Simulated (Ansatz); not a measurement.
# Ta wire along [100], 24 atoms a period: bands along the axis, part 2 of 2

Aim: is the Ta wire along [100], 24 atoms a period a metal or a semiconductor?

Ansatz 0.2.0; DFT PBE, plane waves, PAW; relaxation of a wire's period; PAW set soft_1 (the session's first sound run).

So far: Set-up; Relaxing the period.

## Step 2: Relaxing the period (continued)

The steps of the relaxation:

| step | energy less that of the first step (eV) | largest force component (eV/Å) | pressure (GPa) | volume (Å³) |
| --- | --- | --- | --- | --- |
| 1 | 0.0000 | 1.9677 | -6.53 | 932.58 |
| 2 | -1.9678 | 1.0731 | 2.47 | 887.04 |
| 3 | -2.3519 | 0.2532 | -0.45 | 894.80 |
| 4 | -2.3785 | 0.0445 | -0.22 | 893.09 |
| 5 | -2.3797 | 0.0241 | -0.15 | 893.18 |
| 6* | -2.3759 | 0.0240 | -0.15 | 893.18 |

Relaxation steps marked * repeat the geometry before them on a plane-wave basis chosen anew for their cell, so energy and pressure can jump there.

The run keeps the 16 symmetry operations that it works with, so distortions that break them were not tested.

| cell as run | before | after | change |
| --- | --- | --- | --- |
| c (Å) | 3.320 | 3.180 | -4.2 % |

The atoms that moved most (Å, along periodic axes as changes of fractional coordinates times the final cell, across vacuum about the mean position):

| atom | dx | dy | dz | length |
| --- | --- | --- | --- | --- |
| Ta12 | -0.111 | 0.010 | 0.000 | 0.111 |
| Ta24 | 0.010 | -0.111 | 0.000 | 0.111 |
| Ta16 | -0.010 | -0.111 | 0.000 | 0.111 |
| Ta10 | -0.111 | -0.010 | 0.000 | 0.111 |
| Ta3 | 0.111 | 0.010 | 0.000 | 0.111 |
| Ta21 | 0.010 | 0.111 | 0.000 | 0.111 |
| Ta13 | -0.010 | 0.111 | 0.000 | 0.111 |
| Ta1 | 0.111 | -0.010 | 0.000 | 0.111 |

The relaxed structure:

```cif
data_structure
_symmetry_space_group_name_H-M 'P 1'
_symmetry_Int_Tables_number 1
_cell_length_a 16.7600
_cell_length_b 16.7600
_cell_length_c 3.1797
_cell_angle_alpha 90.000
_cell_angle_beta 90.000
_cell_angle_gamma 90.000
_cell_volume 893.18
loop_
_atom_site_label
_atom_site_type_symbol
_atom_site_fract_x
_atom_site_fract_y
_atom_site_fract_z
_atom_site_occupancy
Ta1 Ta 0.20946 0.30134 0.00000 1
Ta2 Ta 0.20697 0.50000 0.00000 1
Ta3 Ta 0.20946 0.69866 0.00000 1
Ta4 Ta 0.39971 0.30003 0.00000 1
Ta5 Ta 0.39978 0.50000 0.00000 1
Ta6 Ta 0.39971 0.69997 0.00000 1
Ta7 Ta 0.60029 0.30003 0.00000 1
Ta8 Ta 0.60022 0.50000 0.00000 1
Ta9 Ta 0.60029 0.69997 0.00000 1
Ta10 Ta 0.79054 0.30134 0.00000 1
Ta11 Ta 0.79303 0.50000 0.00000 1
Ta12 Ta 0.79054 0.69866 0.00000 1
Ta13 Ta 0.30134 0.20946 0.50000 1
Ta14 Ta 0.30003 0.39971 0.50000 1
Ta15 Ta 0.30003 0.60029 0.50000 1
Ta16 Ta 0.30134 0.79054 0.50000 1
Ta17 Ta 0.50000 0.20697 0.50000 1
Ta18 Ta 0.50000 0.39978 0.50000 1
Ta19 Ta 0.50000 0.60022 0.50000 1
Ta20 Ta 0.50000 0.79303 0.50000 1
Ta21 Ta 0.69866 0.20946 0.50000 1
Ta22 Ta 0.69997 0.39971 0.50000 1
Ta23 Ta 0.69997 0.60029 0.50000 1
Ta24 Ta 0.69866 0.79054 0.50000 1
```

This step gave:

| Property | Result |
| --- | --- |
| energy at zero smearing | -238374.9006 eV |
| cell length along the wire | 3.180 Å |

The cell's length comes to 3.180 Å with spin left out.

## Step 3: Bands of the perfect wire

This step: DFT PBE, plane waves, PAW; bands of a perfect wire; PAW set soft_1 (Ansatz 0.2.0).

At the relaxed period the bands are computed along the axis; those that cross an energy going forward count the channels that a perfect wire would open there.

input.yaml

```yaml
crystal:
  lattice:
    - [16.76, 0.0, 0.0]
    - [0.0, 16.76, 0.0]
    - [0.0, 0.0, 3.1797350499]
  atoms:
    - { symbol: Ta, position: [0.209458343, 0.301336922, 0.0] }
    - { symbol: Ta, position: [0.206970257, 0.5, 0.0] }
    - { symbol: Ta, position: [0.209458343, 0.698663078, 0.0] }
    - { symbol: Ta, position: [0.399714331, 0.300026777, 0.0] }
    - { symbol: Ta, position: [0.399776932, 0.5, 0.0] }
    - { symbol: Ta, position: [0.399714331, 0.699973223, 0.0] }
    - { symbol: Ta, position: [0.600285669, 0.300026777, 0.0] }
    - { symbol: Ta, position: [0.600223068, 0.5, 0.0] }
    - { symbol: Ta, position: [0.600285669, 0.699973223, 0.0] }
    - { symbol: Ta, position: [0.790541657, 0.301336922, 0.0] }
    - { symbol: Ta, position: [0.793029743, 0.5, 0.0] }
    - { symbol: Ta, position: [0.790541657, 0.698663078, 0.0] }
    - { symbol: Ta, position: [0.301336922, 0.209458343, 0.5] }
    - { symbol: Ta, position: [0.300026777, 0.399714331, 0.5] }
    - { symbol: Ta, position: [0.300026777, 0.600285669, 0.5] }
    - { symbol: Ta, position: [0.301336922, 0.790541657, 0.5] }
    - { symbol: Ta, position: [0.5, 0.206970257, 0.5] }
    - { symbol: Ta, position: [0.5, 0.399776932, 0.5] }
    - { symbol: Ta, position: [0.5, 0.600223068, 0.5] }
    - { symbol: Ta, position: [0.5, 0.793029743, 0.5] }
    - { symbol: Ta, position: [0.698663078, 0.209458343, 0.5] }
    - { symbol: Ta, position: [0.699973223, 0.399714331, 0.5] }
    - { symbol: Ta, position: [0.699973223, 0.600285669, 0.5] }
    - { symbol: Ta, position: [0.698663078, 0.790541657, 0.5] }
kpoints:
  mp_grid: { grid: [1, 1, 26] }
  band_path: { path: ["Γ", Z], npoints: 90 }
scf:
  occupations: { method: fermi_dirac, width: 0.05 }
hamiltonian:
  xc: pbe
  pseudopotentials: { kind: paw, azcp: { folder: soft_1 } }
output:
  dos: { e_range: [-5, 4] }
  write_potential: true
  write_density: true
  volumetric_format: npy
```

The run is started by

```bash
$ ansatz run input.yaml --threads 4 --pin off --max-ram 16384MiB --backend cpu --events-out ev --progress --plain --runs-dir out
```

Numbers of over 12 decimals in the logs are rounded to 6 here.

Log:

```text
[...]
Crystal: 24 atoms, lattice volume = 893.180 Å³
Basis set: ecut = 420 eV, 17487 PW (Γ)
Bands: 188, of which v1, the nominal top of the filled ones, is band 156 counted from 1 (155 counted from 0)
Symmetry: 16 space group operations
[...]
k-points: 14 of 26
[...]
SCF iter   1: F=—  HF=-238404.850596 eV  |F-HF|=—  |Δ(HF+E_count)|=         —  Δρ=5.41e-2  dr2=3.52e2  ethr=3.10e-3  ⟨swp⟩=10.4  Hψ=12378  notcnv=0  defer=58
[...]
SCF iter  13: F=-238375.032935 eV  HF=-238375.032935 eV  |F-HF|=2.31e-8  |Δ(HF+E_count)|=   6.13e-8  Δρ=1.04e-6  dr2=3.76e-8  ethr=3.21e-11  ⟨swp⟩=19.0  Hψ=9978  notcnv=0
SCF 1 converged in 13 iterations: F = -238375.032935 eV  dr2 = 3.76e-8
[...]
NSCF: frozen V_eff on 91 k-points
WARN: The output density's exchange-correlation potential varies sharply where the density is thin. Do not read a vacuum level from v_tot or v_xc, or from such a field of the output density. On a cell that repeats whose density bears no net charge and no dipole along the vacuum's axis use v_es (v_loc + v_h of the components); under efield.dipole_correction with no amplitude use v_es + v_field, which holds any externa [...]
SCF converged after 13 iterations
Free energy (F): -238375.032935 eV
[...]
Internal energy: -238374.781426 eV  (E = F + TS)
E sigma→0 (E₀):  -238374.907180 eV
Entropy (-TS):   -0.251509 eV (-10.480 meV/atom)
Fermi energy:    7.403546 eV
[...]
--- Band table (eV; the first three rows and the last of 14) ---
  k-point 0: bands = [... 152 lower, 7.5012, 7.5331, 7.5837, 7.5879, 7.5879, 7.6726, 7.7258, 7.7258, ... 28 higher]
  k-point 1: bands = [... 152 lower, 7.4506, 7.5181, 7.5534, 7.6060, 7.6060, 7.7181, 7.7268, 7.7329, ... 28 higher]
  k-point 2: bands = [... 152 lower, 7.4139, 7.4683, 7.5306, 7.6049, 7.6049, 7.7223, 7.7290, 7.7531, ... 28 higher]
  k-point 13: bands = [... 152 lower, 7.2036, 7.2036, 7.3039, 7.3039, 7.6179, 7.6179, 7.8468, 7.8468, ... 28 higher]
```

The job ended after 6.1 min (4 threads of Arm Neoverse V1, shared host; peak memory 7.8 GiB).

This step gave:

| Property | Result |
| --- | --- |
| energy at zero smearing | -238374.9072 eV |
| band gap | 0 eV |

The electronic bands at the labelled points (eV, zero at the Fermi level; # counts the bands kept):

| point | #45 | #46 | #47 | #48 | #49 | #50 | #51 | #52 |
| --- | --- | --- | --- | --- | --- | --- | --- | --- |
| Γ | 0.10 | 0.13 | 0.18 | 0.18 | 0.18 | 0.27 | 0.32 | 0.32 |
| halfway | -0.51 | -0.44 | -0.44 | -0.44 | -0.11 | -0.11 | -0.02 | -0.01 |
| Z | -0.20 | -0.20 | -0.10 | -0.10 | 0.21 | 0.21 | 0.44 | 0.44 |

Between Γ and Z the bands cross the Fermi level 18 times, so a perfect wire would conduct at least 18 G₀, with spin left out.

## Step 4: Summary of results

| Property | Result |
| --- | --- |
| cell length, PBE | 3.180 Å |
| ballistic conductance by band crossings, a lower bound, PBE | 18 G₀ |

**Reading.** Under PBE the cell's length is 3.18 Å, and the bands cross the Fermi level 18 times between Γ and Z, which gives a perfect wire at least 18 G₀ (opposite crossings within one step of the path cancel in such a count). No spin was allowed, though thin wires with open d shells can turn magnetic. Spin-orbit coupling is left out, which matters for the bands of heavy atoms.

[Logs are printed without paths, hosts, clocks, repeated set-up lines and the standing remarks that a program may print on its own settings, such as how far it seeks lower states.]

[Hosts, paths, dates, database ids (printed as entryN), source tags and the programs' standing remarks are cut or masked in the printed files.]
